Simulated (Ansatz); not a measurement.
## ScHg (Pm-3m): relaxing the cell for a phonon run

Wanted: the relaxed cell of ScHg (Pm-3m).

Calculated with Ansatz 0.2.0; DFT PBEsol, scalar-relativistic, plane waves, PAW; PAW set soft_1.

### Step 1. Starting point

It takes space group Pm-3m (No. 221, cubic). Conventional cell: a = 3.480 Å, b = 3.480 Å, c = 3.480 Å, α = 90.00°, β = 90.00°, γ = 90.00°. Nearest to Sc lie 8 Hg at 3.01 Å. Nearest to Hg lie 8 Sc at 3.01 Å. Farther neighbours are not listed.

Coordinates:

```cif
data_structure
_symmetry_space_group_name_H-M 'P 1'
_symmetry_Int_Tables_number 1
_cell_length_a 3.4800
_cell_length_b 3.4800
_cell_length_c 3.4800
_cell_angle_alpha 90.000
_cell_angle_beta 90.000
_cell_angle_gamma 90.000
_cell_volume 42.14
loop_
_atom_site_label
_atom_site_type_symbol
_atom_site_fract_x
_atom_site_fract_y
_atom_site_fract_z
_atom_site_occupancy
Sc1 Sc 0.50000 0.50000 0.50000 1
Hg2 Hg 0.00000 0.00000 0.00000 1
```

### Step 2. Probe on a coarse mesh

First a cheap look: the gap decides the mesh and the occupations, the pressure tells how far the cell has to move.

input.yaml reads:

```yaml
crystal:
  lattice:
    - [3.48, 0.0, 0.0]
    - [0.0, 3.48, 0.0]
    - [0.0, 0.0, 3.48]
  atoms:
    - { symbol: Sc, position: [0.5, 0.5, 0.5] }
    - { symbol: Hg, position: [0.0, 0.0, 0.0] }
kpoints:
  mp_grid: { grid: [6, 6, 6] }
hamiltonian:
  xc: pbesol
  pseudopotentials: { kind: paw, azcp: { folder: soft_1 }, xc_functional: pbe }
scf:
  occupations: { method: gaussian, width: 0.1 }
output:
  forces: true
  stress: true
  eigenvalues: true
```

Started as:

```console
$ ansatz run input.yaml --threads 4 --pin off --max-ram 10240MiB --backend cpu --events-out ev --progress --plain --runs-dir out
```

Numbers of over 12 decimals in the logs are rounded to 6 here.

Log:

```text
Engine: ansatz 0.2.0, aarch64-unknown-linux-gnu
Pseudopotentials: kind: paw
Pseudopotential: Sc, paw, valence charge 11, recommended cutoff 420 eV (normal), soft_1/Sc.paw.azcp
Pseudopotential: Hg, paw, valence charge 20, recommended cutoff 420 eV (normal), soft_1/Hg.paw.azcp
Functional definition: PBEsol
  exchange = pbesol_x
  correlation = pbesol_c
Crystal: 2 atoms, lattice volume = 42.144 Å³
[...]
--- Band table (eV; the first three rows and the last of 20) ---
  k-point 0: bands = [... 12 lower, 7.2307, 7.2307, 14.6998, 14.6998, 16.8532, 16.8532, 16.8532, 19.2838]
  k-point 1: bands = [... 12 lower, 7.1739, 7.2510, 14.4340, 14.6118, 16.2057, 16.2057, 16.7958, 17.7671]
  k-point 2: bands = [... 12 lower, 7.2923, 7.7232, 12.5624, 14.4307, 15.4449, 15.4449, 16.6811, 17.2564]
  k-point 19: bands = [... 12 lower, 7.7496, 12.5932, 12.5932, 12.5932, 13.4954, 17.3937, 17.3937, 19.8179]
[key lines of the parts left out:]
SCF converged after 8 iterations
Free energy (F): -15782.459451 eV
Fermi energy:    14.450558 eV
P = ⅓ Tr σ = -1.1312 GPa (-11.312 kbar)
```

It took 0.91 s on 4 threads of Arm Neoverse V2, shared host; peak memory 0.31 GiB; 1.6 s of CPU time.

This step gave:

* pressure: -1.131 GPa
* volume per atom: 21.07 Å³
* gap on the k-mesh: 0 eV

The coarse mesh shows no gap and a pressure of -1.1 GPa.

### Step 3. Relaxation

The cell and atoms are relaxed, since residual forces and stress would shift the frequencies.

input.yaml, the sections that differ from step 2:

```yaml
kpoints:
  mp_grid: { grid: [12, 12, 12] }
output:
  forces: true
  stress: true
  eigenvalues: true
  write_density: true
  write_potential: true
  elf: true
  volumetric_format: npy
relax:
  adjacent_minimum: "off"
  f_tol: 0.005
  max_steps: 80
  cell: { stress_tol: 0.05 }
# crystal, hamiltonian, scf: as in step 2
```

Log:

```text
[...]
Crystal: 2 atoms, lattice volume = 42.144 Å³
Basis set: ecut = 420 eV, 799 PW (Γ), exchange–correlation on 48×48×48 points (8 copies of the dense FFT grid, shifted against one another)
Bands: 20, of which v1, the nominal top of the filled ones, is band 16 counted from 1 (15 counted from 0)
Symmetry: 48 space group operations
[...]
k-points: 84 of 1728
[...]
SCF iter   1: F=—  HF=-15784.508924 eV  |F-HF|=—  |Δ(HF+E_count)|=         —  Δρ=1.12e-1  dr2=9.56e0  ethr=3.10e-3  ⟨swp⟩=4.0  Hψ=6235  notcnv=0
[...]
SCF iter   8: F=-15782.434941 eV  HF=-15782.434941 eV  |F-HF|=2.28e-9  |Δ(HF+E_count)|=   4.35e-9  Δρ=5.88e-6  dr2=1.34e-8  ethr=3.23e-10  ⟨swp⟩=8.2  Hψ=9330  notcnv=0
SCF 1 converged in 8 iterations: F = -15782.434941 eV  dr2 = 1.34e-8
[...]
relax step   1: F+E_penalty+E_count = -15782.43494133 eV  Δ(F+E_penalty+E_count) = +0.000e0 eV  max|allowed force component| = 2.059e-28 eV/Å  Δτ_max = 0.0000 Å  P = -0.948 GPa  Ω = 42.144 Å³  (8 SCF iters, dr2 threshold 1.00e-7 eV, accepted)
Crystal: 2 atoms, lattice volume = 41.271 Å³
[...]
iter 1 solved again at ethr=2.14e-5 eV; its pass at ethr=3.10e-3 eV (dr2=6.63e-3 eV) is discarded
[...]
SCF iter   5: F=-15782.435399 eV  HF=-15782.435399 eV  |F-HF|=3.72e-8  |Δ(HF+E_count)|=   7.71e-8  Δρ=1.50e-5  dr2=1.01e-7  ethr=6.45e-10  ⟨swp⟩=8.0  Hψ=10439  notcnv=0
SCF 2 converged in 5 iterations: F = -15782.435399 eV  dr2 = 1.01e-7
relax step   2: F+E_penalty+E_count = -15782.43539926 eV  Δ(F+E_penalty+E_count) = -4.579e-4 eV  max|allowed force component| = 4.470e-30 eV/Å  Δτ_max = 0.0000 Å  P = +0.872 GPa  Ω = 41.271 Å³  energy of the carried Pulay correction = +1.571e-4 eV  (5 SCF iters, dr2 threshold 2.00e-7 eV, accepted)
Crystal: 2 atoms, lattice volume = 41.685 Å³
[...]
SCF iter   5: F=-15782.436420 eV  HF=-15782.436420 eV  |F-HF|=7.71e-9  |Δ(HF+E_count)|=   7.50e-9  Δρ=6.39e-6  dr2=2.04e-8  ethr=6.45e-10  ⟨swp⟩=7.0  Hψ=8696  notcnv=0
SCF 3 converged in 5 iterations: F = -15782.436420 eV  dr2 = 2.04e-8
relax step   3: F+E_penalty+E_count = -15782.43642018 eV  Δ(F+E_penalty+E_count) = -1.021e-3 eV  max|allowed force component| = 1.446e-30 eV/Å  Δτ_max = 0.0000 Å  P = -0.016 GPa  Ω = 41.685 Å³  energy of the carried Pulay correction = +8.224e-5 eV  (5 SCF iters, dr2 threshold 2.00e-7 eV, accepted)
[...]
SCF iter   5: F=-15782.436339 eV  HF=-15782.436339 eV  |F-HF|=0.00e0  |Δ(HF+E_count)|=  1.09e-11  Δρ=7.81e-8  dr2=1.95e-12  ethr=1.00e-12  ⟨swp⟩=5.0  Hψ=6543  notcnv=0
SCF 4 converged in 5 iterations: F = -15782.436339 eV  dr2 = 1.95e-12
relax step   4: F+E_penalty+E_count = -15782.43633937 eV  Δ(F+E_penalty+E_count) = +8.081e-5 eV  max|allowed force component| = 8.152e-30 eV/Å  Δτ_max = 0.0000 Å  P = -0.016 GPa  Ω = 41.685 Å³  stress off target by 1.60e-2 GPa  SCF on the basis re-selected at this cell (its energy is not comparable with the rows above)  (5 SCF iters)
basis re-selected at this cell: Δ(F+E_penalty+E_count) = +8.081e-5 eV, ΔP = -0.000 GPa vs the last step (what re-selecting the basis moved, of the pressure what is left beyond the Pulay correction that the steps carried, after the strain that the cell walked since its last selection, with what the two solves' SCF thresholds leave and, on support functions, any second-order correction that the steps lacked; it is no m [...]
SCF converged after 5 iterations
Free energy (F): -15782.436339 eV
[...]
Internal energy: -15782.425247 eV  (E = F + TS)
E sigma→0 (E₀):  -15782.430793 eV
Entropy (-TS):   -0.011092 eV (-5.546 meV/atom)
Fermi energy:    14.585614 eV
[...]
--- Stress (GPa, compression-positive) ---
       -0.015973       0.000000      -0.000000
        0.000000      -0.015973      -0.000000
       -0.000000      -0.000000      -0.015973
  P = ⅓ Tr σ = -0.0160 GPa (-0.160 kbar)
--- Band table (eV; the first three rows and the last of 84) ---
  k-point 0: bands = [... 12 lower, 7.4085, 7.4085, 14.9007, 14.9007, 17.0817, 17.0817, 17.0817, 19.5203]
  k-point 1: bands = [... 12 lower, 7.3929, 7.4141, 14.8654, 14.8762, 16.8620, 16.8620, 17.0658, 18.9627]
  k-point 2: bands = [... 12 lower, 7.3507, 7.4295, 14.6352, 14.8086, 16.4205, 16.4205, 17.0223, 18.0049]
  k-point 83: bands = [... 12 lower, 7.9391, 12.7568, 12.7568, 12.7568, 13.7283, 17.6308, 17.6308, 20.0810]
--- Relaxed structure (3 steps of the walk, 3 accepted, 1 SCFs on fresh bases) ---
  F+E_penalty+E_count = -15782.43633937 eV   max|allowed force component| = 8.152e-30 eV/Å   (the final SCF, on the basis selected at the relaxed cell)
  cell:  # Å, volume = 41.6848 Å³
    - [3.467308, 0, 0]
    - [0.0, 3.467308, 0]
    - [0, 0.0, 3.467308]
  atoms:
    - { symbol: Sc, position: [0.5, 0.5, 0.5] }
    - { symbol: Hg, position: [0, 0, 0] }
```

It took 3.4 s on 4 threads; peak memory 0.4 GiB; 12 s of CPU time.

The steps of the relaxation:

```csv
step,energy less that of the first step (eV),largest force component (eV/Å),pressure (GPa),volume (Å³)
1,0.0000,0.0000,-0.95,42.14
2,-0.0005,0.0000,0.87,41.27
3,-0.0015,0.0000,-0.02,41.68
4*,-0.0014,0.0000,-0.02,41.68
```

Relaxation steps marked * repeat the geometry before them on a plane-wave basis chosen anew for their cell, so energy and pressure can jump there.

Forces are held to the 48 operations that the run works with; a distortion that breaks them can't arise in this run.

```
conventional cell, symmetrised  before  after  change
                         a (Å)   3.480  3.467  -0.4 %
                         b (Å)   3.480  3.467  -0.4 %
                         c (Å)   3.480  3.467  -0.4 %
              volume (Å³/atom)   21.07  20.84  -1.1 %
```

Final coordinates:

```xyz
2
Lattice="3.4673 0.0000 0.0000 0.0000 3.4673 0.0000 0.0000 0.0000 3.4673" Properties=species:S:1:pos:R:3 pbc="T T T"
Sc    1.7337    1.7337    1.7337
Hg    0.0000    0.0000    0.0000
```

This step gave:

| Quantity | Value |
| --- | --- |
| pressure | -0.01597 GPa |
| volume per atom | 20.84 Å³ |

Valence density in the ac plane at fractional y = 0.000, with atoms of Hg within 0.2 Å of it. It is the smooth field of the valence electrons, not physical close to the nuclei.

Ten even steps from '0' (0 e/Å³) to '9' (17 e/Å³), each cell a mean:
```
86310000000147
54200000000124
21000000000011
00000000000000
00000000000000
00000000000000
00000000000000
00000000000000
00000000000000
00000000000000
11000000000001
43200000000023
76310000000146
97410000000258
```
Columns run along a (3.5 Å), rows up along c (3.5 Å). Atoms in or near the plane, at fractional coordinates: Hg at (0.00, 0.00).

ELF in the ac plane at fractional y = 0.000, with atoms of Hg within 0.2 Å of it. It is the smooth field of the valence electrons, not physical close to the nuclei.

Ten even steps from '_' (0.18) to '@' (0.79), each cell a mean:
```
%%**++--::..........::==++##
++++==--::::::..::::::--==++
====--::::::::::::::::::--==
--::::::::::::::::::::::::::
....::::::::......::::::::..
....::::::..____....::::::..
....::::::..______..::::....
....::::::..______..::::::..
....::::::::......::::::::..
::::::::::::::::::::::::::::
==----::::::::::::::::::----
++====--::::::::::::::--==++
##**==--::..........::==++**
@@##++==::..........--==++%%
```
Columns run along a (3.5 Å), rows up along c (3.5 Å). Atoms in or near the plane, at fractional coordinates: Hg at (0.00, 0.00).

Electrostatic potential energy in the ac plane at fractional y = 0.000, with atoms of Hg within 0.2 Å of it. With pseudopotentials it is smooth inside the atoms' cores, unlike the true potential.

Values in eV, 14 rows by 14 columns, each cell a mean:
```
-34 -34 -28 -14   4  13  16  17  16  13   0 -18 -30 -34
-32 -29 -22  -7   8  14  16  17  16  14   5 -11 -23 -30
-21 -17  -9   4  12  15  16  17  16  15  11   1 -11 -18
 -2   1   6  12  15  16  16  16  16  16  14  11   5   0
 12  13  14  15  16  16  16  16  16  16  16  15  14  13
 16  16  16  16  16  16  15  15  15  16  16  16  16  16
 17  17  17  17  16  16  15  15  15  16  16  17  17  17
 16  16  17  16  16  16  15  15  15  16  16  16  16  16
 13  14  15  15  16  16  16  16  16  16  16  15  14  13
  3   5   9  13  15  16  16  16  16  16  15  12   8   4
-17 -13  -5   6  13  15  16  17  16  15  12   4  -7 -14
-30 -27 -20  -5   9  15  17  17  16  14   6  -9 -22 -28
-34 -33 -27 -13   5  14  16  17  16  13   1 -17 -29 -34
-34 -34 -30 -17   3  13  16  17  16  12  -2 -21 -32 -34
```
Columns run along a (3.5 Å; values clipped at the 3rd and 97th percentile), rows up along c (3.5 Å). Atoms in or near the plane, at fractional coordinates: Hg at (0.00, 0.00).

In this step the volume went from 21.07 to 20.84 Å³/atom.

### Step 4. Tight relaxation

Phonons need a cell at rest on their own settings, so the relaxation is repeated with tight tolerances on forces and stress on the k mesh and occupations of the first response run.

input.yaml, the sections that differ from step 3:

```yaml
crystal:
  lattice:
    - [3.4673083635, 0.0, 0.0]
    - [0.0, 3.4673083635, 0.0]
    - [0.0, 0.0, 3.4673083635]
  atoms:
    - { symbol: Sc, position: [0.5, 0.5, 0.5] }
    - { symbol: Hg, position: [0.0, 0.0, 0.0] }
scf:
  occupations: { method: methfessel_paxton, width: 0.2 }
output:
  forces: true
  stress: true
  eigenvalues: true
relax:
  adjacent_minimum: "off"
  f_tol: 0.001
  max_steps: 60
  cell: { stress_tol: 0.01 }
# kpoints, hamiltonian: as in step 3
```

Log:

```text
[...]
Crystal: 2 atoms, lattice volume = 41.685 Å³
Basis set: ecut = 420 eV, 799 PW (Γ), exchange–correlation on 48×48×48 points (8 copies of the dense FFT grid, shifted against one another)
Bands: 20, of which v1, the nominal top of the filled ones, is band 16 counted from 1 (15 counted from 0)
[... 1 set-up line as in the run before ...]
[...]
k-points: 84 of 1728
[...]
k-point 83: bands = [... 12 lower, 7.9430, 12.7608, 12.7608, 12.7608, 13.7335, 17.6364, 17.6364, 20.0874]
--- Relaxed structure (3 steps of the walk, 3 accepted, 1 SCFs on fresh bases) ---
[...]
cell:  # Å, volume = 41.6736 Å³
    - [3.466998, 0, 0.0]
    - [0, 3.466998, 0]
    - [0.0, 0, 3.466998]
  atoms:
    - { symbol: Sc, position: [0.5, 0.5, 0.5] }
    - { symbol: Hg, position: [0, 0, 0] }
[key lines of the parts left out:]
SCF converged after 5 iterations
Free energy (F): -15782.430225 eV
Fermi energy:    14.589474 eV
P = ⅓ Tr σ = -0.0000 GPa (-0.000 kbar)
```

It took 3.1 s on 4 threads; peak memory 0.39 GiB.

Little changed from the start: no atom moved by 0.005 Å and no cell edge by 0.1 %.

This step gave:

- pressure: -6.30e-6 GPa

The forces vanish by symmetry and the pressure is 0.000 GPa, within the tolerances set. The cell now holds 20.84 Å³/atom.

### Step 5. Results

```
space group after relaxation (within 0.01 Å) : Pm-3m
lattice constant a                           : 3.467 Å
lattice constant b                           : 3.467 Å
lattice constant c                           : 3.467 Å
volume per atom                              : 20.8 Å³
```

The forces vanish by symmetry and the pressure is 0.000 GPa, within the tolerances set. The cell now holds 20.84 Å³/atom. The relaxation keeps the symmetry of its start, so it says nothing on stability against lower symmetry. The runs are without spin polarisation, although the cell has an odd electron count. Spin-orbit coupling is left out, which can matter for the heavy elements here. The PAW files were made for PBE and serve the other functionals too.

[Logs are printed without paths, hosts, clocks, repeated set-up lines and the standing remarks that a program may print on its own settings, such as how far it seeks lower states.]

[Hosts, paths, dates, database ids (printed as entryN), source tags and the programs' standing remarks are cut or masked in the printed files.]
